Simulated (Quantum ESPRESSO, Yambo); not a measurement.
Planning a run of Quantum ESPRESSO 7.5 on WS2 (multilayer of trigonal-prismatic sheets). The input:

```
&control
  calculation = 'nscf'
  prefix = 'x'
  outdir = 'o'
  pseudo_dir = 'pseudo'
/
&system
  ibrav = 0
  nat = 6
  ntyp = 2
  ecutwfc = 62.0
  nbnd = 53
  force_symmorphic = .true.
/
&electrons
  conv_thr = 1e-9
  electron_maxstep = 80
  diago_full_acc = .true.
  diago_thr_init = 5e-6
/
ATOMIC_SPECIES
  W 183.84 W.upf
  S 32.06 S.upf
CELL_PARAMETERS angstrom
  3.1588110141 -0.0000000000 0.0000000000
  -1.5794055070 2.7356105839 0.0000000000
  0.0000000000 0.0000000000 27.0000000000
ATOMIC_POSITIONS crystal
  W 0.3333333333 0.6666666667 0.3863408699
  S 0.6666666667 0.3333333333 0.4446478369
  S 0.6666666667 0.3333333333 0.3279764369
  W 0.6666666667 0.3333333333 0.6136591301
  S 0.3333333333 0.6666666667 0.6720235631
  S 0.3333333333 0.6666666667 0.5553521631
K_POINTS automatic
  12 12 1 0 0 0
```

```sh
OMP_NUM_THREADS=1 mpirun -n 8 pw.x -nk 4 -in pw.in > pw.out
```

Q: How long will it take on 8 MPI ranks of Arm Neoverse V1, shared host, and how much memory?

It took 20 s; on shared hardware allow 10 s to 40 s. Peak host memory was 0.75 GiB.

[Paths, hosts, dates, memory and timing lines, banners, echoed tables and standing remarks are left out of the program output.]

[Logs are printed without paths, hosts, clocks, repeated set-up lines and the standing remarks that a program may print on its own settings, such as how far it seeks lower states.]

[Runs of the session that timed out or met a known fault of the program may be left out.]

[Hosts, paths, dates, database ids (printed as entryN), source tags and the programs' standing remarks are cut or masked in the printed files.]
